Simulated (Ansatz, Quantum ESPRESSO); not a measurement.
# The work function of Rh(100), 5 layers, one monolayer of Si on hollow sites, level by level, part 2 of 5

How much energy does it take to lift an electron out of Rh(100), 5 layers, one monolayer of Si on hollow sites, and how far do the settings matter?

Quantum ESPRESSO 7.5; plane-wave DFT, PBE, GBRV ultrasoft pseudopotentials; geometry and cross-check by Ansatz 0.2.0 with PAW datasets.

So far. Step 2 (Geometry from Ansatz): The relaxation lowers the energy by 10 meV an atom. Held were the atoms numbered 1, 2 and 3; the forces quoted are those on the free ones.

## Step 3: Self-consistent run

The two faces differ, so the slab has a dipole. tefield with eamp = 0 and dipfield cancel the false field of the periodic images; the ramp (emaxpos, eopreg) must lie in the vacuum. pw.x drops all symmetry for this, which costs k-points.

Level of this step: plane-wave DFT, PBE, GBRV ultrasoft pseudopotentials (Quantum ESPRESSO 7.5).

scf.in reads:

```
&control
  prefix = 'scf'
  outdir = './out'
  pseudo_dir = './pseudo'
  calculation = 'scf'
  tprnfor = .true.
  tefield = .true.
  dipfield = .true.
/
&system
  ibrav = 0
  nat = 6
  ntyp = 2
  ecutwfc = 40
  ecutrho = 200
  occupations = 'smearing'
  smearing = 'mv'
  degauss = 0.02
  edir = 3
  emaxpos = 0.97
  eopreg = 0.04
  eamp = 0.0
/
&electrons
  conv_thr = 1e-07
  mixing_beta = 0.4
  electron_maxstep = 120
  mixing_mode = 'local-TF'
/
ATOMIC_SPECIES
  Rh  102.9055  rh_pbe_v1.4.uspp.F.UPF
  Si  28.0850  si_pbe_v1.uspp.F.UPF
CELL_PARAMETERS angstrom
  2.68700576850000 0.00000000000000 0.00000000000000
  0.00000000000000 2.68700576850000 0.00000000000000
  0.00000000000000 0.00000000000000 26.60000000000000
ATOMIC_POSITIONS crystal
  Rh  0.000000000000 0.000000000000 0.312030075200
  Rh  0.500000000000 0.500000000000 0.383458646600
  Rh  0.000000000000 0.000000000000 0.454887218000
  Rh  0.500000000000 0.500000000000 0.527132657002
  Rh  0.000000000000 0.000000000000 0.603250392138
  Si  0.500000000000 0.500000000000 0.665874624282
K_POINTS automatic
  10 10 1 0 0 0
```

On the command line:

```bash
$ OMP_NUM_THREADS=1 mpirun -n 4 pw.x -nk 4 -in scf.in > scf.out
```

What it wrote:

```text
Program PWSCF v.7.5 starts
[citation notice left out]

     Parallel version (MPI & OpenMP), running on       4 processor cores
     Number of MPI processes:                 4
     Threads/MPI process:                     1

     MPI processes distributed on     1 nodes
[...]
Current dimensions of program PWSCF are:
     Max number of different atomic species (ntypx) = 10
     Max number of k-points (npk) =  40000
     Max angular momentum in pseudopotentials (lmaxx) =  4
     Presently no symmetry can be used with electric field

     K-points division:     npool     =       4
     Subspace diagonalization in iterative solution of the eigenvalue problem:
     a serial algorithm will be used

     G-vector sticks info
     --------------------
     sticks:   dense  smooth     PW     G-vecs:    dense   smooth      PW
     Sum         421     333    101                62047    44311    8087

     Using Slab Decomposition

     bravais-lattice index     =            0
     lattice parameter (alat)  =       5.0777  a.u.
     unit-cell volume          =    1296.0311 (a.u.)^3
     number of atoms/cell      =            6
     number of atomic types    =            2
     number of electrons       =        79.00
     number of Kohn-Sham states=           48
     kinetic-energy cutoff     =      40.0000  Ry
     charge density cutoff     =     200.0000  Ry
     scf convergence threshold =      1.0E-07
     mixing beta               =       0.4000
     number of iterations used =            8  local-TF  mixing
     Exchange-correlation= SLA  PW   PBE  PBE
                           (   1   4   3   4   0   0   0)

[...]
PseudoPot. # 1 for Rh read from file:
     ./pseudo/rh_pbe_v1.4.uspp.F.UPF
     Pseudo is Ultrasoft + core correction, Zval = 15.0
     Generated by new atomic code, or converted to UPF format
     Using radial grid of  969 points,  7 beta functions with:
                l(1) =   0
                l(2) =   0
                l(3) =   1
                l(4) =   1
                l(5) =   2
                l(6) =   2
                l(7) =   2
     Q(r) pseudized with  8 coefficients,  rinner =    1.200   1.200   1.200
                                                       1.200   1.200

     PseudoPot. # 2 for Si read from file:
     ./pseudo/si_pbe_v1.uspp.F.UPF
     Pseudo is Ultrasoft + core correction, Zval =  4.0
     Generated by new atomic code, or converted to UPF format
     Using radial grid of  899 points,  6 beta functions with:
                l(1) =   0
                l(2) =   0
                l(3) =   1
                l(4) =   1
                l(5) =   2
                l(6) =   2
     Q(r) pseudized with  8 coefficients,  rinner =    0.900   0.900   0.900
[...]
k(   52) = (  -0.5000000  -0.5000000   0.0000000), wk =   0.0200000

     Dense  grid:    62047 G-vectors     FFT dimensions: (  24,  24, 240)

     Smooth grid:    44311 G-vectors     FFT dimensions: (  24,  24, 216)

     Estimated max dynamical RAM per process >     180.55 MB

     Estimated total dynamical RAM >     676.74 MB

     Initial potential from superposition of free atoms

     starting charge      76.4988, renormalised to      79.0000

     negative rho (up, down):  2.859E-01 0.000E+00

     Adding external electric field

     Computed dipole along edir(3) :
        Dipole               -1.3714 Ry au,         -3.4858 Debye
        Dipole field         -0.0133 Ry au,

        Potential amp.        1.2833 Ry
        Total length         48.2560 bohr

     Starting wfcs are   64 randomized atomic wfcs

     total cpu time spent up to now is        4.0 secs

     per-process dynamical memory:   100.2 Mb

     Self-consistent Calculation

     iteration #  1     ecut=    40.00 Ry     beta= 0.40
     Davidson diagonalization with overlap
     ethr =  1.00E-02,  avg # of iterations =  8.5

     negative rho (up, down):  3.883E-01 0.000E+00

     Adding external electric field

     Computed dipole along edir(3) :
        Dipole                3.1996 Ry au,          8.1326 Debye
        Dipole field          0.0310 Ry au,

        Potential amp.       -2.9942 Ry
        Total length         48.2560 bohr

     total cpu time spent up to now is       14.7 secs

     total energy              =    -849.83001725 Ry
     estimated scf accuracy    <     628.75660645 Ry

     iteration #  2     ecut=    40.00 Ry     beta= 0.40
[...]
negative rho (up, down):  3.822E-01 0.000E+00

[...]
Dipole               -2.7352 Ry au,         -6.9522 Debye
[...]
total energy              =    -836.91380689 Ry
     estimated scf accuracy    <    1404.94865004 Ry

[...]
iteration #119     ecut=    40.00 Ry     beta= 0.40
[...]
negative rho (up, down):  2.948E-01 0.000E+00

[...]
Dipole               -0.0305 Ry au,         -0.0775 Debye
[...]
total energy              =    -865.51760374 Ry
     estimated scf accuracy    <       0.00000108 Ry

     iteration #120     ecut=    40.00 Ry     beta= 0.40
[...]
negative rho (up, down):  2.948E-01 0.000E+00

[...]
Dipole               -0.0304 Ry au,         -0.0773 Debye
[...]
total energy              =    -865.51760377 Ry
     estimated scf accuracy    <       0.00000028 Ry

     End of self-consistent calculation

     convergence NOT achieved after 120 iterations: stopping

[...]
=------------------------------------------------------------------------------=
   JOB DONE.
=------------------------------------------------------------------------------=
[key lines of the parts left out:]
Dipole field         -0.0003 Ry au,
```

Wall time 16 min (4 MPI ranks of Arm Neoverse V1, shared host); peak memory 0.81 GiB.

The run ended without convergence. The estimated SCF accuracy went from 629 Ry in the first cycle kept to 2.8e-07 Ry at best and 2.8e-07 Ry in the last.

More iterations help only where the error still falls; otherwise the mixing, the start or the set-up has to change.

## Step 4: Ground state: open boundaries by the effective screening medium

Open boundaries by another road: assume_isolated = 'esm' with bc1, the slab centred on z = 0.

esm.in reads:

```
&control
  prefix = 'esm'
  outdir = './out'
  pseudo_dir = './pseudo'
  calculation = 'scf'
  tprnfor = .true.
/
&system
  ibrav = 0
  nat = 6
  ntyp = 2
  ecutwfc = 40
  ecutrho = 200
  occupations = 'smearing'
  smearing = 'mv'
  degauss = 0.02
  assume_isolated = 'esm'
  esm_bc = 'bc1'
/
&electrons
  conv_thr = 1e-07
  mixing_beta = 0.4
  electron_maxstep = 120
  mixing_mode = 'local-TF'
/
ATOMIC_SPECIES
  Rh  102.9055  rh_pbe_v1.4.uspp.F.UPF
  Si  28.0850  si_pbe_v1.uspp.F.UPF
CELL_PARAMETERS angstrom
  2.68700576850000 0.00000000000000 0.00000000000000
  0.00000000000000 2.68700576850000 0.00000000000000
  0.00000000000000 0.00000000000000 26.60000000000000
ATOMIC_POSITIONS crystal
  Rh  0.000000000000 0.000000000000 -0.176922274541
  Rh  0.500000000000 0.500000000000 -0.105493703141
  Rh  0.000000000000 0.000000000000 -0.034065131741
  Rh  0.500000000000 0.500000000000 0.038180307261
  Rh  0.000000000000 0.000000000000 0.114298042397
  Si  0.500000000000 0.500000000000 0.176922274541
K_POINTS automatic
  10 10 1 0 0 0
```

On the command line:

```bash
$ OMP_NUM_THREADS=1 mpirun -n 4 pw.x -nk 4 -in esm.in > esm.out
```

What it wrote:

```text
[banner, memory and clock lines left out]
Program PWSCF v.7.5 starts
[citation notice left out]

[...]
Message from routine setup:
[...]
bravais-lattice index     =            0
     lattice parameter (alat)  =       5.0777  a.u.
     unit-cell volume          =    1296.0311 (a.u.)^3
     number of atoms/cell      =            6
     number of atomic types    =            2
     number of electrons       =        79.00
     number of Kohn-Sham states=           48
     kinetic-energy cutoff     =      40.0000  Ry
     charge density cutoff     =     200.0000  Ry
     scf convergence threshold =      1.0E-07
     mixing beta               =       0.4000
     number of iterations used =            8  local-TF  mixing
     Exchange-correlation= SLA  PW   PBE  PBE
                           (   1   4   3   4   0   0   0)

     Effective Screening Medium Method
     Boundary Conditions: Vacuum-Slab-Vacuum
     total charge in unit cell        =   0.0000
     grid points for fit at edges     =        4

[...]
PseudoPot. # 1 for Rh read from file:
     ./pseudo/rh_pbe_v1.4.uspp.F.UPF
     Pseudo is Ultrasoft + core correction, Zval = 15.0
     Generated by new atomic code, or converted to UPF format
     Using radial grid of  969 points,  7 beta functions with:
                l(1) =   0
                l(2) =   0
                l(3) =   1
                l(4) =   1
                l(5) =   2
                l(6) =   2
                l(7) =   2
     Q(r) pseudized with  8 coefficients,  rinner =    1.200   1.200   1.200
                                                       1.200   1.200

     PseudoPot. # 2 for Si read from file:
     ./pseudo/si_pbe_v1.uspp.F.UPF
     Pseudo is Ultrasoft + core correction, Zval =  4.0
     Generated by new atomic code, or converted to UPF format
     Using radial grid of  899 points,  6 beta functions with:
                l(1) =   0
                l(2) =   0
                l(3) =   1
                l(4) =   1
                l(5) =   2
                l(6) =   2
     Q(r) pseudized with  8 coefficients,  rinner =    0.900   0.900   0.900
                                                       0.900   0.900

     atomic species   valence    mass     pseudopotential
     Rh               15.00   102.90550     Rh( 1.00)
     Si                4.00    28.08500     Si( 1.00)

      8 Sym. Ops. (no inversion) found

[...]
number of k points=    21  Marzari-Vanderbilt smearing, width (Ry)=  0.0200
[...]
Dense  grid:    62047 G-vectors     FFT dimensions: (  24,  24, 240)

     Smooth grid:    44311 G-vectors     FFT dimensions: (  24,  24, 216)

     Initial potential from superposition of free atoms

     starting charge      76.4988, renormalised to      79.0000

     negative rho (up, down):  2.829E-01 0.000E+00
     Starting wfcs are   64 randomized atomic wfcs

     per-process dynamical memory:    73.6 Mb

     Self-consistent Calculation

     iteration #  1     ecut=    40.00 Ry     beta= 0.40
     Davidson diagonalization with overlap
     ethr =  1.00E-02,  avg # of iterations =  4.6

     negative rho (up, down):  3.098E-01 0.000E+00

     total energy              =    -863.90749605 Ry
     estimated scf accuracy    <     305.79378415 Ry

     iteration #  2     ecut=    40.00 Ry     beta= 0.40
[...]
negative rho (up, down):  3.135E-01 0.000E+00

[...]
total energy              =    -864.93402483 Ry
     estimated scf accuracy    <      39.62098281 Ry

     iteration #  3     ecut=    40.00 Ry     beta= 0.40
[...]
negative rho (up, down):  3.121E-01 0.000E+00

[...]
total energy              =    -865.45945057 Ry
     estimated scf accuracy    <      12.55889921 Ry

     iteration #  4     ecut=    40.00 Ry     beta= 0.40
[...]
negative rho (up, down):  3.116E-01 0.000E+00

[...]
total energy              =    -865.33532041 Ry
     estimated scf accuracy    <       3.42584829 Ry

     iteration #  5     ecut=    40.00 Ry     beta= 0.40
[...]
negative rho (up, down):  3.159E-01 0.000E+00

[...]
total energy              =    -865.07678558 Ry
     estimated scf accuracy    <       2.76172428 Ry

     iteration #  6     ecut=    40.00 Ry     beta= 0.40
[...]
negative rho (up, down):  3.119E-01 0.000E+00

[...]
total energy              =    -865.21338945 Ry
     estimated scf accuracy    <       1.92283682 Ry

[...]
iteration # 40     ecut=    40.00 Ry     beta= 0.40
[...]
negative rho (up, down):  2.918E-01 0.000E+00

[...]
total energy              =    -865.51765414 Ry
     estimated scf accuracy    <       0.00000177 Ry

     iteration # 41     ecut=    40.00 Ry     beta= 0.40
[...]
negative rho (up, down):  2.918E-01 0.000E+00

[...]
total energy              =    -865.51763643 Ry
     estimated scf accuracy    <       0.00000043 Ry

     iteration # 42     ecut=    40.00 Ry     beta= 0.40
[...]
negative rho (up, down):  2.918E-01 0.000E+00

[...]
total energy              =    -865.51763628 Ry
     estimated scf accuracy    <       0.00000012 Ry

     iteration # 43     ecut=    40.00 Ry     beta= 0.40
[...]
negative rho (up, down):  2.918E-01 0.000E+00

[...]
End of self-consistent calculation

          k = 0.0000 0.0000 0.0000 (  5501 PWs)   bands (ev):

   -52.2282 -51.9669 -51.8668 -51.8668 -51.8589 -51.7349 -51.7349 -51.6810
   -51.6810 -51.5917 -51.5301 -51.5301 -51.1968 -51.1807 -51.1807 -16.5012
   -12.6508 -11.5513 -11.2111 -11.0401 -10.9188 -10.4214 -10.3611  -9.8357
    -9.0417  -8.4799  -7.9997  -7.9997  -7.3685  -7.3685  -7.2268  -7.0312
    -6.5543  -6.5543  -6.4739  -6.4224  -6.0409  -5.6920  -5.4306  -5.4306
    -5.3885  -4.9280  -4.8426  -4.6530  -4.5466  -4.5466  -2.9814  -0.5307

          k = 0.0000 0.1000 0.0000 (  5505 PWs)   bands (ev):

   -52.2180 -51.9888 -51.8977 -51.8596 -51.8484 -51.7736 -51.7332 -51.7248
   -51.6771 -51.5846 -51.5629 -51.5293 -51.2173 -51.1926 -51.1782 -16.3102
   -12.4044 -11.3472 -11.0386 -10.8562 -10.7297 -10.2795 -10.1729  -9.6908
    -8.9555  -8.3844  -8.0966  -7.9372  -7.7440  -7.6113  -7.3806  -6.9086
    -6.7555  -6.7226  -6.4205  -6.1798  -6.1133  -5.8973  -5.7373  -5.7222
    -5.3093  -5.2022  -5.0757  -4.7874  -4.4747  -3.8173  -1.9603  -0.2960

[...]
the Fermi energy is    -5.2583 ev

!    total energy              =    -865.51761298 Ry
     estimated scf accuracy    <       0.00000006 Ry
     smearing contrib. (-TS)   =       0.00105968 Ry
     internal energy E=F+TS    =    -865.51867266 Ry

     The total energy is F=E-TS. E is the sum of the following terms:
     one-electron contribution =   19462.73959241 Ry
     hartree contribution      =   -9735.98964052 Ry
     xc contribution           =    -154.00787060 Ry
     ewald contribution        =  -10438.26075395 Ry

     convergence has been achieved in  43 iterations

     negative rho (up, down):  2.918E-01 0.000E+00

     Forces acting on atoms (cartesian axes, Ry/au):

     atom    1 type  1   force =     0.00000000    0.00000000    0.00920254
     atom    2 type  1   force =     0.00000000    0.00000000   -0.01801611
     atom    3 type  1   force =     0.00000000    0.00000000    0.00783027
     atom    4 type  1   force =     0.00000000    0.00000000    0.00155391
     atom    5 type  1   force =     0.00000000    0.00000000   -0.00135025
     atom    6 type  2   force =     0.00000000    0.00000000    0.00089714

     Total force =     0.021809     Total SCF correction =     0.001641

[...]
```

The job ended after 2.9 min (4 MPI ranks; peak memory 0.7 GiB).

Read from the output:

| Quantity | Value |
| --- | --- |
| free energy | -11775.9670 eV |
| Fermi energy | -5.258 eV |
| vacuum line at the lower end of the cell, over the Fermi level | 5.050 eV |
| vacuum line at the upper end of the cell, over the Fermi level | 5.467 eV |

The potential energy, planar mean oscillates, so the rows of the table below give means over windows of 1.89 Å about each position, cut where the curve ends. Its maxima inside the range that stand out by 2 % of the span (Å: eV): -3.8: -3.03, -1.9: -3.36, 0.1: -3.10, 2.0: -1.85, 3.9: -6.33. Its minima: -4.7: -15.6, -2.8: -16.0, -0.9: -16.0, 1.0: -15.9, 3.1: -16.2, 4.7: -14.9.

Electrostatic potential energy of an electron; zero at the Fermi level. The potential energy, planar mean by z; means over each step:

```tsv
z (Å)	potential energy, planar mean (eV)
-12.36	5.05
-10.46	5.05
-8.57	5.04
-6.68	4.33
-4.79	-9.01
-2.90	-9.93
-1.01	-9.98
0.88	-9.72
2.77	-9.78
4.66	-9.22
6.55	4.39
8.44	5.46
10.33	5.47
12.22	5.47
```

The vacuum levels are read from the outermost 0.7 Å of the cell on either side.

The run needed 43 iterations to bring the estimated error under 1e-07 Ry; the largest force on any atom, held or free, is 0.46 eV/Å.

[end of part 2 of 5]

[Logs are printed without paths, hosts, clocks, repeated set-up lines and the standing remarks that a program may print on its own settings, such as how far it seeks lower states.]

[Hosts, paths, dates, database ids (printed as entryN), source tags and the programs' standing remarks are cut or masked in the printed files.]

[Maps of the electrostatic potential energy from Ansatz leave out the sawtooth potential of an applied field or a dipole correction, so their vacuum need not be flat; planar profiles and work functions include it.]
